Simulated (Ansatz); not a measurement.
# Ba2C (built on the sites of a database entry of Be2C): a soft mode frozen in

Aim: this structure of Ba2C (built on the sites of a database entry of Be2C) is to be tested for unstable modes, and one is followed downhill.

Program: Ansatz 0.2.0. Level of theory: DFT LDA, scalar-relativistic, plane waves, PAW. Results are calculated unless marked as measured.

The structure was built from a prototype and need not be the compound's stable phase.

## (1) Starting point

Symmetry: Fm-3m, No. 225, cubic system. The conventional cell has a = 6.792 Å, b = 6.792 Å, c = 6.792 Å, α = 90.00°, β = 90.00°, γ = 90.00°. Ba has 4 C at 2.94 Å nearest. Nearest to C lie 8 Ba at 2.94 Å. Farther neighbours are not listed.

## (2) The dispersion

The cell comes from relaxations at this level that are not shown. Stability and thermal properties need the whole zone. Linear response on a 2×2×2 q mesh gives force constants as far as a supercell of that size would.

input.yaml reads:

```yaml
crystal:
  lattice:
    - [0.0, 3.3958497574, 3.3958497574]
    - [3.3958497574, 0.0, 3.3958497574]
    - [3.3958497574, 3.3958497574, 0.0]
  atoms:
    - { symbol: Ba, position: [0.25, 0.25, 0.25] }
    - { symbol: Ba, position: [0.75, 0.75, 0.75] }
    - { symbol: C, position: [0.0, 0.0, 0.0] }
kpoints:
  mp_grid: { grid: [10, 10, 10] }
hamiltonian:
  xc: lda
scf:
  occupations: { method: methfessel_paxton, width: 0.15 }
output:
  eigenvalues: true
phonons:
  method: dfpt
  qmesh: [2, 2, 2]
  temperatures: { t_max: 1000, t_step: 50 }
  qpath:
    path:
      - [[0.0, 0.0, 0.0], [0.5, 0.0, 0.5], [0.625, 0.25, 0.625]]
      - [[0.375, 0.375, 0.75], [0.0, 0.0, 0.0], [0.5, 0.5, 0.5], [0.5, 0.25, 0.75], [0.5, 0.0, 0.5]]
    npoints: 10
```

The run is started by

```
$ ansatz run input.yaml --threads 4 --pin off --max-ram 7168MiB --backend cpu --events-out ev --progress --plain --runs-dir out
```

Numbers of over 12 decimals in the logs are rounded to 6 here.

Log:

```text
Warning: phonons: the dynamical matrix that this run interpolates holds no multipole term above the dipole-dipole one, and a site of this crystal is no centre of inversion, so its interpolated transverse optical and acoustic branches and sound speeds can stay off near Gamma, and the density of states and the thermodynamics with them. What a run solves at a wave vector of phonons.qpoints, Gamma apart, where the deck admits one, is free of this, and under fd what a larger phonons.supercell samples
Engine: ansatz 0.2.0, aarch64-unknown-linux-gnu
Pseudopotentials: kind: paw
Pseudopotential: Ba, paw, valence charge 10, recommended cutoff 420 eV (normal), Ba.paw.azcp
Pseudopotential: C, paw, valence charge 4, recommended cutoff 420 eV (normal), C.paw.azcp
Functional definition: SPW92
  exchange = slater_x
  correlation = pw_c
Crystal: 3 atoms, lattice volume = 78.320 Å³
Basis set: ecut = 420 eV, 1471 PW (Γ), exchange–correlation on 72×72×72 points (8 copies of the dense FFT grid, shifted against one another)
Bands: 16, of which v1, the nominal top of the filled ones, is band 12 counted from 1 (11 counted from 0)
Symmetry: 48 space group operations
k-points: 47 of 1000
Non-local potential: Ba, projectors of the file, l = 0: 3, l = 1: 2, l = 2: 2, l = 3: 2
Non-local potential: C, projectors of the file, l = 0: 2, l = 1: 2, l = 2: 1
PAW form: soft (Blöchl's): semilocal exchange-correlation on the pseudo side does not see the compensation charge
PAW frozen core: Ba, regenerated for the run's functional, and the local potential with it (the file was generated under x = pbe(κ = 0.804, μ = 0.219515), c = pbe(β = 0.066725))
PAW frozen core: C, regenerated for the run's functional, and the local potential with it (the file was generated under x = pbe(κ = 0.804, μ = 0.219515), c = pbe(β = 0.066725))
PAW one-centre angular grid: Ba, 194 points (default); XC on 64 Gauss nodes
PAW one-centre angular grid: C, 110 points (default); XC on 64 Gauss nodes
Initial density: superposition of atomic densities (neutral atoms: chi_scale 0, normalization atom), corrected by the library's trained network
Initial wavefunctions: pseudopotential atomic-orbital guess
Functional: x = slater, c = lda
SCF iter   1: F=—  HF=-11800.501880 eV  |F-HF|=—  |Δ(HF+E_count)|=         —  Δρ=1.40e-2  dr2=3.66e-1  ethr=1.77e-3  ⟨swp⟩=8.5  Hψ=4724  notcnv=0
preconditioner: auto → Kerker (q_TF=auto, 2.240 Å⁻¹)  [metal: Δε(μ)=0.047 eV  Ē_g=10.880 eV  σ=0.150 eV  W_gap=0.26  n_scr=14 (ndim 8)  ℏωp=18.8 eV  f_vac=0.000  D(μ)=1.12/eV (n_scr^D=8)]
SCF iter   2: F=—  HF=-11800.455225 eV  |F-HF|=—  |Δ(HF+E_count)|=   4.67e-2  S|Δr|=    0.00e0  Δρ=5.64e-3  dr2=2.38e-2  ethr=1.52e-3  ⟨swp⟩=2.1  Hψ=1433  notcnv=0
SCF iter   3: F=—  HF=-11800.451887 eV  |F-HF|=—  |Δ(HF+E_count)|=   3.34e-3  S|Δr|=    0.00e0  Δρ=2.03e-3  dr2=2.79e-3  ethr=9.93e-5  ⟨swp⟩=2.0  Hψ=941  notcnv=0
SCF iter   4: F=—  HF=-11800.451476 eV  |F-HF|=—  |Δ(HF+E_count)|=   4.10e-4  S|Δr|=    0.00e0  Δρ=3.20e-4  dr2=1.78e-4  ethr=1.16e-5  ⟨swp⟩=1.5  Hψ=844  notcnv=0
SCF iter   5: F=—  HF=-11800.451448 eV  |F-HF|=—  |Δ(HF+E_count)|=   2.79e-5  S|Δr|=    0.00e0  Δρ=5.76e-5  dr2=3.36e-6  ethr=7.42e-7  ⟨swp⟩=1.5  Hψ=807  notcnv=0
SCF iter   6: F=—  HF=-11800.451447 eV  |F-HF|=—  |Δ(HF+E_count)|=   1.16e-6  S|Δr|=    0.00e0  Δρ=1.41e-5  dr2=2.99e-7  ethr=1.40e-8  ⟨swp⟩=2.4  Hψ=1233  notcnv=0
SCF iter   7: F=—  HF=-11800.451447 eV  |F-HF|=—  |Δ(HF+E_count)|=   1.56e-7  S|Δr|=    0.00e0  Δρ=4.18e-6  dr2=2.60e-8  ethr=1.24e-9  ⟨swp⟩=2.3  Hψ=973  notcnv=0
SCF iter   8: F=—  HF=-11800.451447 eV  |F-HF|=—  |Δ(HF+E_count)|=   2.77e-9  S|Δr|=    0.00e0  Δρ=4.77e-7  dr2=2.24e-10  ethr=1.08e-10  ⟨swp⟩=2.0  Hψ=933  notcnv=0
SCF iter   9: F=-11800.451447 eV  HF=-11800.451447 eV  |F-HF|=5.46e-12  |Δ(HF+E_count)|=  1.09e-11  S|Δr|=    0.00e0  Δρ=8.50e-8  dr2=5.17e-12  ethr=1.00e-12  ⟨swp⟩=5.0  Hψ=4035  notcnv=0
SCF 1 converged in 9 iterations: F = -11800.451447 eV  dr2 = 5.17e-12
  greatest PAW one-centre occupation: 0.957 electrons in one spin orbital (limit 2), on the Ba atom at site 1 (counted from 0), in its partial waves of l = 0
Initial density: read from a saved state, or passed on in memory by an earlier SCF of this step, an earlier step, the calling program or the single point that the run made first
iter 1 solved again at ethr=4.53e-7 eV; its pass at ethr=3.10e-3 eV (dr2=1.09e-4 eV) is discarded
SCF iter   1: F=—  HF=-11800.451447 eV  |F-HF|=—  |Δ(HF+E_count)|=         —  Δρ=5.45e-7  dr2=1.41e-10  ethr=4.53e-7  ⟨swp⟩=3.0  Hψ=6617  notcnv=0
eigensolver tolerance schedule: the retry pair's looser diagonalisation over-reported the residual by 774266.19 of it (diagonalisation noise at an unbounded share of the residual, at the tolerance the schedule requests for it); recorded, not acted on — ethr = c·dr2/N_el stays at c = 1.0e-1
preconditioner: auto → none  [insulator: Δε(μ)=0.108 eV  Ē_g=10.901 eV  σ=0.150 eV  W_gap=0.56  n_scr=14 (ndim 8)  ℏωp=18.8 eV  f_vac=0.000  D(μ)=0.44/eV (n_scr^D=0)  ε∞_Penn≈4.0]
SCF iter   2: F=—  HF=-11800.451447 eV  |F-HF|=—  |Δ(HF+E_count)|=   6.92e-7  S|Δr|=    0.00e0  Δρ=3.48e-7  dr2=1.19e-10  ethr=1.00e-12  ⟨swp⟩=4.1  Hψ=2175  notcnv=0
SCF iter   3: F=—  HF=-11800.451447 eV  |F-HF|=—  |Δ(HF+E_count)|=  1.64e-11  S|Δr|=    0.00e0  Δρ=2.08e-7  dr2=2.40e-11  ethr=1.00e-12  ⟨swp⟩=1.0  Hψ=752  notcnv=0
SCF iter   4: F=-11800.451447 eV  HF=-11800.451447 eV  |F-HF|=0.00e0  |Δ(HF+E_count)|=  3.64e-12  S|Δr|=    0.00e0  Δρ=1.33e-7  dr2=7.61e-12  ethr=1.00e-12  ⟨swp⟩=3.2  Hψ=2270  notcnv=0
SCF 2 converged in 4 iterations: F = -11800.451447 eV  dr2 = 7.61e-12
phonons: the bands overlap, so this run is a metal and interpolates without the dipole-dipole term. If the crystal is really an insulator or semiconductor, its LO-TO splitting is missing
NSCF: frozen V_eff on 47 k-points
WARN: eigensolver did not converge in 5 slots of this pass, the one above among them; of largest residual over every band (k=5): 1 band(s) unlocked (lowest unlocked band 15, counted from 0; max residual 4.83e-3 eV among the unlocked bands, 4.83e-3 eV over every band); of lowest unlocked band (k=5): band 15
NSCF: frozen V_eff on 102 k-points
DFPT response loops at q = (0, 0, 0) (fractional): preconditioner auto → Kerker (q_TF=auto, 2.240 Å⁻¹) (partly filled bands, converged f_vac=0.000); β = 1.00, the filter's whole step (`scf.mixing.beta` (0.50) is not read by the response loops under this deck's `scf.mixing.preconditioner`; to damp them name `kerker` or `kerker_dos`, under which they read `scf.mixing.beta`, and type it under 1.00, their step now; both keys bind the ground state too); Broyden in place of MSR1
NSCF: frozen V_eff on 564 k-points
DFPT response loops at q = (0, 0, -0.5) (fractional): mixed as the last ones told, above
NSCF: frozen V_eff on 342 k-points
DFPT response loops at q = (0, -0.5, -0.5) (fractional): mixed as the last ones told, above
SCF converged after 9 iterations
Stability not checked: this state was not tested for a lower state beside it, because cold or Methfessel-Paxton smearing, or corrected tetrahedra, fill the levels in a way that the test cannot read (fill_not_monotonic; see scf.lower_state_search)
Free energy (F): -11800.451447 eV
Harris-Foulkes:  -11800.451447 eV  (|F-HF|=5.46e-12)
Internal energy: -11800.453514 eV  (E = F + TS)
E sigma→0 (E₀):  -11800.451964 eV
Entropy (-TS):   0.002067 eV (0.689 meV/atom)
Fermi energy:    10.511818 eV
--- Per-component energies (eV) ---
  E_band       = -37.696408
  E_kinetic    = 425.394789
  E_local      = -543.321446  (includes V_loc(G=0)·N_el)
  E_nonlocal   = 149.364960
  E_hartree    = 173.755995
  E_xc         = -382.792053
  E_vxc        = -332.881906  (∫ρ·V_xc dr)
  E_paw        = -10206.579630  (= ΣΔE_a)
  E_vpaw       = -83.764820  (= ΣTr[D̂ρ^β])
  E_aug_tail   = 0.000002  (compensation charges beyond the density's cutoff)
  E_ewald      = -1416.903993
  E_core_change = 0.627864  (= ΣΔE_core)
  E_smearing   = 0.002067  (= −TS)
  E_closure    = -0.000000  (closes the sum)
  Σ components = -11800.451447   (vs F -11800.451447, Δ=0.00e0)
--- Band table (eV; the first three rows and the last of 47) ---
  k-point 0: bands = [... 8 lower, 2.4532, 8.3067, 8.3067, 8.3067, 10.5899, 10.5899, 10.7024, 15.0330]
  k-point 1: bands = [... 8 lower, 2.5530, 8.3272, 8.4000, 8.4000, 10.7501, 10.7501, 11.0472, 14.6084]
  k-point 2: bands = [... 8 lower, 2.7790, 8.5244, 8.6667, 8.6667, 11.2083, 11.2083, 11.8358, 13.8583]
  k-point 46: bands = [... 8 lower, 3.1100, 9.5323, 9.5750, 10.0262, 11.3896, 12.4792, 12.5970, 13.7060]
--- Phonons (Γ-DFPT): 2 representative perturbations + reference (Σ response iterations 7) ---
  ASR residual: 8.340e-5 → 0.000e0 eV/Å²; symmetrization residual: 3.346e-7 eV/Å²
  ASR residual per site (eV/Å²): 6.40e-6 6.40e-6 8.34e-5
  Γ frequencies (cm⁻¹): 0.00 0.00 0.00 67.96 67.96 67.96 247.04 247.04 247.04
--- Phonons (arbitrary-q DFPT): 3 irreducible q on the 2×2×2 mesh ---
  q = [0.0000, 0.0000, 0.0000] (star 1, of the zone-centre solve; hermiticity 2.59e-7, symmetrization 4.71e-14): -0.00 -0.00 -0.00 67.96 67.96 67.96 247.04 247.04 247.04
  q = [0.0000, 0.0000, -0.5000] (star 4, 2 solved perturbations on 282 of 1000 k-point pairs; hermiticity 2.60e-7, symmetrization 8.82e-14): 56.59 56.59 78.07 81.34 81.34 90.60 204.54 204.54 288.99
  q = [0.0000, -0.5000, -0.5000] (star 3, 4 solved perturbations in 546 linear systems a pass and spin channel, the states on 171 of 1000 k-point pairs; hermiticity 2.16e-8, symmetrization 7.89e-14): -29.98 39.77 39.77 73.16 73.16 99.36 99.36 121.83 347.18
  sum rule: each row above includes the acoustic sum rule's correction from the zone centre's row sums; it moved no ω² by more than (1.37 cm⁻¹)²
  mesh force constants: q→R imaginary residual 6.69e-17; ASR residual 8.340e-5 → 0.000e0 eV/Å²; symmetrization residual 3.109e-15 eV/Å²
  interpolated dispersion: 62 rows × 9 modes
  density of states and harmonic sums: on the 16×16×16 q-mesh, interpolated from the force constants of a 2×2×2 supercell (no non-analytic term)
  largest difference from the sums on the solved wave vectors: F 1.82e-1 eV, S 2.41e-4 and C_V 5.91e-5 eV/K
  zero-point energy: 0.065904 eV/cell   skipped modes (ω ≤ 0): 16, of them read as no rigid motion or as one in doubt: 13 (6.372e-2 modes/cell left out, lowest -29.98 cm⁻¹)   left out of the sums: 7.16e-3 of the cell's modes: C_V's classical limit lies that fraction below 3 k_B per atom; for a crystal, a wire or a layer, F and S can be off by more, and a phonons.interpolated_qmesh denser along its periods is the remedy for the sampling
```

It took 86 s on 4 threads of Arm Neoverse V1, shared host; peak memory 1.2 GiB; 5.4 min of CPU time.

Reading the cycles: dr2 is the Hartree energy of the density residual (eV), the measure of convergence; HF is the Harris–Foulkes estimate of the energy, which meets the free energy F at convergence.

Numbers from this step:

```
volume per atom                                         : 26.11 Å³
gap on the k-mesh                                       : 0 eV
sum-rule residual before enforcement                    : 8.34e-5 eV/Å²
lowest frequency on the path                            : -29.98 cm⁻¹
point group                                             : m-3m
highest frequency on the path or at a solved wavevector : 347.2 cm⁻¹
highest optical mode at the zone centre (no LO-TO term) : 247.0 cm⁻¹
lowest optical zone-centre mode                         : 67.96 cm⁻¹
lowest mode on the q mesh (acoustic modes at Γ apart)   : -29.98 cm⁻¹
```

Frequencies (cm⁻¹) solved at each irreducible wavevector; negative means imaginary. Frequencies by wavevector, by row:

```csv
q in reciprocal lattice units,star,mode 1,mode 2,mode 3,mode 4,mode 5,mode 6,mode 7,mode 8,mode 9
0 0 0,1,0,0,0,68,68,68,247,247,247
0 0 -0.5,4,56.6,56.6,78.1,81.3,81.3,90.6,204.5,204.5,289
0 -0.5 -0.5,3,-30,39.8,39.8,73.2,73.2,99.4,99.4,121.8,347.2
```

Interpolated from a 2×2×2 q mesh. Phonon branches along the path, in cm⁻¹:

```
    point  branch 1  branch 2  branch 3  branch 4  branch 5  branch 6  branch 7  branch 8  branch 9
        Γ         0         0         0        68        68        68       247       247       247
  halfway        21        21        47        80        80        91       193       193       304
        X       -30        40        40        73        73        99        99       122       347
  halfway       -25        42        44        78        85       109       119       124       336
        U        12        46        52        81        91       114       138       179       305
jump to K        12        46        52        81        91       114       138       179       305
  halfway        32        62        62        70        75        86       219       222       270
        Γ         0         0         0        68        68        68       247       247       247
  halfway        45        45        61        71        71        77       227       227       268
        L        57        57        78        81        81        91       204       204       289
  halfway        43        45        66        77        99        99       169       232       270
        W        25        28        70        70        93       107       113       258       258
  halfway       -19        38        51        81        82       103       118       160       324
        X       -30        40        40        73        73        99        99       122       347
```

The phonon branches as a text plot (rows in cm⁻¹):

```
    339 |         ******                                      ***
    324 |       **      *
    308 |      *         **                                 **
    292 |    **                                *****
    276 |   *              *    *            **     ***    *
    261 |  *                **** ****     ***          ****
    245 |***                      *********            **  *
    229 |   *               ********       **        **
    214 |    **            *   **            ***  ***
    198 |      *             **                 *****       *
    182 |                 * *                        *       *
    166 |       *        *                            *
    151 |        *      *  *                           *
    135 |                **                             *     *
    119 |         *********                              ********
    104 |       **  ****   ****                      ************
     88 |      *****   ***********           ********     *****
     72 |*******    *****   *************************************
     56 |   ***          ***********       ***********      **
     41 |  *   **   *******  ***  ***     ***        ****   *****
     25 | *  *******       **   ******   **              ***
      9 | ***             *         **  *                   *
     -6 |*               *            **                     *
    -22 |         *******                                     ***
         Γ           X  U|K            Γ         L        W     X
```

Symmetry leaves 3 wavevectors to solve. The lowest mode among them, the acoustic zeros apart, lies at q = (0, -0.5, -0.5) and is imaginary, 30.0i cm⁻¹, so the energy falls along it.

## (3) The mode frozen in, largest atomic shift 0 Å

The mode followed lies at q = (0, -0.5, -0.5) with frequency 30.0i cm⁻¹, the softest among the wavevectors solved. At small amplitude the distorted cell has space group no. 137 by a symmetry search on the positions. The undistorted cell that holds it gives the zero of energy on the same k mesh.

System of this step: Ba2C (built on the sites of a database entry of Be2C). The structure is cubic, space group Fm-3m (No. 225). Conventional cell: a = 6.792 Å, b = 6.792 Å, c = 6.792 Å, α = 90.00°, β = 90.00°, γ = 90.00°. Nearest to Ba lie 4 C at 2.94 Å. Nearest to C lie 8 Ba at 2.94 Å. Farther neighbours are not listed.

input.yaml reads:

```yaml
crystal:
  lattice:
    - [0.0, -3.3958497574, -3.3958497574]
    - [0.0, 3.3958497574, -3.3958497574]
    - [6.7916995149, 0.0, 0.0]
  atoms:
    - { symbol: Ba, position: [0.0, 0.5, 0.75] }
    - { symbol: Ba, position: [0.5, 0.0, 0.25] }
    - { symbol: Ba, position: [0.0, 0.5, 0.25] }
    - { symbol: Ba, position: [0.5, 0.0, 0.75] }
    - { symbol: C, position: [0.5, 0.5, 0.5] }
    - { symbol: C, position: [0.0, 1.0, 0.0] }
kpoints:
  mp_grid: { grid: [6, 6, 6] }
hamiltonian:
  xc: lda
scf:
  occupations: { method: methfessel_paxton, width: 0.15 }
output:
  forces: true
  stress: true
  eigenvalues: true
```

Log:

```text
[...]
Crystal: 6 atoms, lattice volume = 156.641 Å³
Basis set: ecut = 420 eV, 2995 PW (Γ)
Bands: 30, of which v1, the nominal top of the filled ones, is band 24 counted from 1 (23 counted from 0)
Symmetry: 32 space group operations
[...]
k-points: 40 of 216
[...]
k-point 0: bands = [... 20 lower, 8.3055, 8.8050, 10.3102, 10.5695, 10.5695, 10.5899, 10.5899, 10.7026, ... 2 higher]
  k-point 1: bands = [... 20 lower, 8.4466, 8.6041, 10.4324, 10.4324, 10.6387, 10.6422, 10.8104, 11.0392, ... 2 higher]
  k-point 2: bands = [... 20 lower, 8.8442, 8.8442, 10.0139, 10.0139, 10.7930, 11.2858, 11.2876, 11.3393, ... 2 higher]
  k-point 39: bands = [... 20 lower, 9.7858, 9.7858, 9.7858, 9.7858, 11.4537, 11.4537, 12.6139, 12.6139, ... 2 higher]
[key lines of the parts left out:]
SCF converged after 7 iterations
Free energy (F): -23600.900555 eV
Fermi energy:    10.483284 eV
P = ⅓ Tr σ = 0.0317 GPa (0.317 kbar)
```

Elapsed: 5.6 s, on 4 threads; peak memory 0.51 GiB; 21 s of CPU time.

Numbers from this step:

| Item | Value |
| --- | --- |
| pressure | 0.03168 GPa |
| energy from the undistorted cell | 0 meV/atom |

The run ends at a pressure of 0.03 GPa.

## (4) The mode frozen in, largest atomic shift 0.22 Å

The atoms are moved along the unstable eigenvector, the largest shift by 0.22 Å, with the cell fixed.

input.yaml, the sections that differ from step 3:

```yaml
crystal:
  lattice:
    - [0.0, -3.3958497574, -3.3958497574]
    - [0.0, 3.3958497574, -3.3958497574]
    - [6.7916995149, 0.0, 0.0]
  atoms:
    - { symbol: Ba, position: [0.0, 0.5, 0.7823924814] }
    - { symbol: Ba, position: [0.5, 0.0, 0.2176075186] }
    - { symbol: Ba, position: [0.0, 0.5, 0.2823924814] }
    - { symbol: Ba, position: [0.5, 0.0, 0.7176075186] }
    - { symbol: C, position: [0.5, 0.5, 0.5] }
    - { symbol: C, position: [0.0, 1.0, 0.0] }
# kpoints, hamiltonian, scf, output: as in step 3
```

Log:

```text
[...]
Crystal: 6 atoms, lattice volume = 156.641 Å³
Basis set: ecut = 420 eV, 2995 PW (Γ)
Bands: 30, of which v1, the nominal top of the filled ones, is band 24 counted from 1 (23 counted from 0)
Symmetry: 16 space group operations
[...]
k-points: 40 of 216
[...]
k-point 0: bands = [... 20 lower, 8.4297, 8.8515, 10.3360, 10.5232, 10.5232, 10.5916, 10.7175, 10.8914, ... 2 higher]
  k-point 1: bands = [... 20 lower, 8.5649, 8.6481, 10.4105, 10.4105, 10.6691, 10.7725, 10.9044, 11.1403, ... 2 higher]
  k-point 2: bands = [... 20 lower, 8.9440, 8.9440, 10.0468, 10.0468, 10.9320, 11.3330, 11.4641, 11.5494, ... 2 higher]
  k-point 39: bands = [... 20 lower, 9.7522, 9.7522, 9.7522, 9.7522, 11.4563, 11.4563, 12.7752, 12.7752, ... 2 higher]
[key lines of the parts left out:]
SCF converged after 8 iterations
Free energy (F): -23600.919716 eV
Fermi energy:    10.484646 eV
P = ⅓ Tr σ = 0.3808 GPa (3.808 kbar)
```

Run time: 5.6 s. Hardware: 4 threads; peak memory 0.51 GiB; 21 s of CPU time.

This step gave:

```yaml
pressure: 0.3808 GPa
energy_from_the_undistorted_cell: -3.273 meV/atom
```

The energy, extrapolated to zero smearing, is -3.27 meV/atom against the undistorted cell.

The run ends at a pressure of 0.38 GPa, with forces up to 0.0014 eV/Å.

(Part 1 of 2 ends here.)

[Logs are printed without paths, hosts, clocks, repeated set-up lines and the standing remarks that a program may print on its own settings, such as how far it seeks lower states.]

[Hosts, paths, dates, database ids (printed as entryN), source tags and the programs' standing remarks are cut or masked in the printed files.]
